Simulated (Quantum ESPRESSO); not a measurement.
**SiC (Moissanite 3C): the LO frequency by hand**

Wanted: the LO mode of SiC (Moissanite 3C) from the TO mode and the field response.

Calculated with Quantum ESPRESSO 7.5; DFT LDA, scalar-relativistic, plane waves, PseudoDojo norm-conserving pseudopotentials.

**1. The relaxed structure**

Symmetry: F-43m, No. 216, cubic system. Conventional cell: a = 4.325 Å, b = 4.325 Å, c = 4.325 Å, α = 90.00°, β = 90.00°, γ = 90.00°. Nearest to Si lie 4 C at 1.87 Å. C has 4 Si at 1.87 Å nearest. Farther neighbours are not listed.

As a file:

```cif
data_structure
_symmetry_space_group_name_H-M 'F-43m'
_symmetry_Int_Tables_number 216
_cell_length_a 4.3252
_cell_length_b 4.3252
_cell_length_c 4.3252
_cell_angle_alpha 90.000
_cell_angle_beta 90.000
_cell_angle_gamma 90.000
_cell_volume 80.92
loop_
_atom_site_label
_atom_site_type_symbol
_atom_site_symmetry_multiplicity
_atom_site_Wyckoff_symbol
_atom_site_fract_x
_atom_site_fract_y
_atom_site_fract_z
_atom_site_occupancy
Si1 Si 4 a 0.00000 0.00000 0.00000 1
C1 C 4 d 0.25000 0.25000 0.75000 1
```

This is the cell after its relaxation at this level of theory, not the database cell from which that began.

**2. What the response run gave**

A linear-response run on the relaxed cell, with the response to an electric field; only its zone-centre results are used. Cutoff 82 Ry, k mesh 12×12×12.

Output:

```text
[banners, grids, parts of the stress and lines that vanish by symmetry left out]
Program PHONON v.7.5
     Reading xml data from directory:

[...]
Exchange-correlation= PW
                           (   1   4   0   0   0   0   0)
[...]
kinetic-energy cut-off    =      82.0000  Ry
     charge density cut-off    =     328.0000  Ry
     convergence threshold     =      1.0E-18
[...]
Exchange-correlation= PW
                           (   1   4   0   0   0   0   0)
[...]
q = (   0.0000000   0.0000000   0.0000000 )
     25 Sym.Ops. (with q -> -q+G )
     G cutoff =  277.5253  (  13731 G-vectors)     FFT grid: ( 36, 36, 36)
     number of k points=    72
[...]
Mode symmetry, T_d (-43m)  point group:
[...]
Dielectric constant
[...]
End of electric fields calculation
          Dielectric constant in cartesian axis
          (       6.878381811      -0.000000000      -0.000000000 )
          (      -0.000000000       6.878381811      -0.000000000 )
          (      -0.000000000      -0.000000000       6.878381811 )
          Effective charges (d Force / dE) in cartesian axis without acoustic sum rule applied (asr)
           atom    1  Si    Mean Z*:        2.72210
      Ex  (        2.72210       -0.00000       -0.00000 )
      Ey  (       -0.00000        2.72210        0.00000 )
      Ez  (       -0.00000        0.00000        2.72210 )
           atom    2  C     Mean Z*:       -2.72355
      Ex  (       -2.72355        0.00000        0.00000 )
      Ey  (        0.00000       -2.72355       -0.00000 )
      Ez  (        0.00000       -0.00000       -2.72355 )
          Effective charges Sum: Mean:       -0.00145
[...]
Effective charges (d Force / dE) in cartesian axis with asr applied:
           atom    1  Si    Mean Z*:        2.72283
[...]
atom    2  C     Mean Z*:       -2.72283
[...]
Representation #   1 modes #   1   2   3
[...]
End of self-consistent calculation
     Convergence has been achieved
     Representation #   2 modes #   4   5   6
[...]
End of self-consistent calculation
     Convergence has been achieved
[...]
Dielectric constant in cartesian axis
          (       6.878381811      -0.000000000      -0.000000000 )
          (      -0.000000000       6.878381811      -0.000000000 )
          (      -0.000000000      -0.000000000       6.878381811 )
          Effective charges (d Force / dE) in cartesian axis without acoustic sum rule applied (asr)
           atom    1  Si    Mean Z*:        2.72210
      Ex  (        2.72210       -0.00000       -0.00000 )
      Ey  (       -0.00000        2.72210        0.00000 )
      Ez  (       -0.00000        0.00000        2.72210 )
           atom    2  C     Mean Z*:       -2.72355
      Ex  (       -2.72355        0.00000        0.00000 )
      Ey  (        0.00000       -2.72355       -0.00000 )
      Ez  (        0.00000       -0.00000       -2.72355 )
          Effective charges Sum: Mean:       -0.00145
[...]
Effective charges (d Force / dE) in cartesian axis with asr applied:
           atom    1  Si    Mean Z*:        2.72283
[...]
atom    2  C     Mean Z*:       -2.72283
[...]
q = (    0.000000000   0.000000000   0.000000000 )
[...]
freq (    1) =      -0.033353 [THz] =      -1.112539 [cm-1]
     freq (    2) =      -0.033353 [THz] =      -1.112539 [cm-1]
     freq (    3) =      -0.033353 [THz] =      -1.112539 [cm-1]
     freq (    4) =      23.933136 [THz] =     798.323485 [cm-1]
     freq (    5) =      23.933136 [THz] =     798.323485 [cm-1]
     freq (    6) =      23.933136 [THz] =     798.323485 [cm-1]
[...]
Mode symmetry, T_d (-43m)  point group:
     freq (   1-   3) =         -1.1  [cm-1]   --> T_2  G_15 P_4   I+R
     freq (   4-   6) =        798.3  [cm-1]   --> T_2  G_15 P_4   I+R

   JOB DONE.
```

```csv
quantity,value
cell volume Ω (Å³),20.229
mass of Si (u),28.085
mass of C (u),12.011
"Born charge of Si, raw (e)",2.722
"Born charge of C, raw (e)",-2.724
ε∞,6.878
ω(TO) after the sum rule (cm⁻¹),798.3
```

**3. The calculation**

The charges must sum to zero over the cell; taking off their mean, -0.001 e, leaves Z* = 2.723 e on Si. In the polar mode Si moves against C, so the reduced mass is μ = 28.09 × 12.01 / 40.10 = 8.413 u.

A longitudinal wave builds up a field that adds to the restoring force: ω(LO)² = ω(TO)² + 4π Z*² / (μ Ω ε∞), in Hartree atomic units. With μ = 15336 electron masses and Ω = 136.51 bohr³ the second term is 6.4698e-06 Ha², or 311644 cm⁻² (1 Ha = 219474.6 cm⁻¹).

So ω(LO) = √(637331 + 311644) = 974.2 cm⁻¹, and by the Lyddane-Sachs-Teller relation ε₀ = ε∞ (ω(LO)/ω(TO))² = 10.24.

**4. Check against the program**

The analysis program adds the same non-analytic term to the full matrix, here for q along (1 0 0).

Output:

```text
[banner, memory and clock lines left out]
Program DYNMAT v.7.5

     Reading Dynamical Matrix from file g.dyn
     ...Force constants read
     ...epsilon and Z* read

     Polarizability (A^3 units)
     multiply by 0.337899 for Clausius-Mossotti correction
         9.462785   -0.000000   -0.000000
        -0.000000    9.462785   -0.000000
        -0.000000   -0.000000    9.462785

     IR activities are in (D/A)^2/amu units

# mode   [cm-1]    [THz]      IR
    1     -0.00   -0.0000    0.0000
    2      0.00    0.0000    0.0000
    3      0.00    0.0000    0.0000
    4    798.33   23.9332   20.3309
    5    798.33   23.9332   20.3309
    6    974.15   29.2042   20.3309
```

ε₀ comes from the program's run without a direction of q.

```csv
quantity,by hand,program
ω(LO) (cm⁻¹),974.2,974.1
ε₀,10.24,10.24
```

**5. Results**

```
TO mode                    : 798.3 cm⁻¹
LO mode                    : 974.1 cm⁻¹
static dielectric constant : 10.24
```

The LO mode of SiC (Moissanite 3C) lies at 974 cm⁻¹, 176 cm⁻¹ above the TO mode; the formula meets the program within 0.1 cm⁻¹, as it must for a cubic crystal with one polar mode. ω(LO)² − ω(TO)² goes with Z*²/ε∞: an error of 5 % in ε∞ would move the LO mode by 7.6 cm⁻¹, and semilocal functionals tend to overestimate ε∞. These are harmonic values at zero temperature, at the volume of this functional, for the structure held cubic; stability elsewhere in the zone is no part of this calculation.

[Host names and launcher messages were left out of these logs when they were recorded.]

[Logs are printed without paths, hosts, clocks, repeated set-up lines and the standing remarks that a program may print on its own settings, such as how far it seeks lower states.]

[Hosts, paths, dates, database ids (printed as entryN), source tags and the programs' standing remarks are cut or masked in the printed files.]
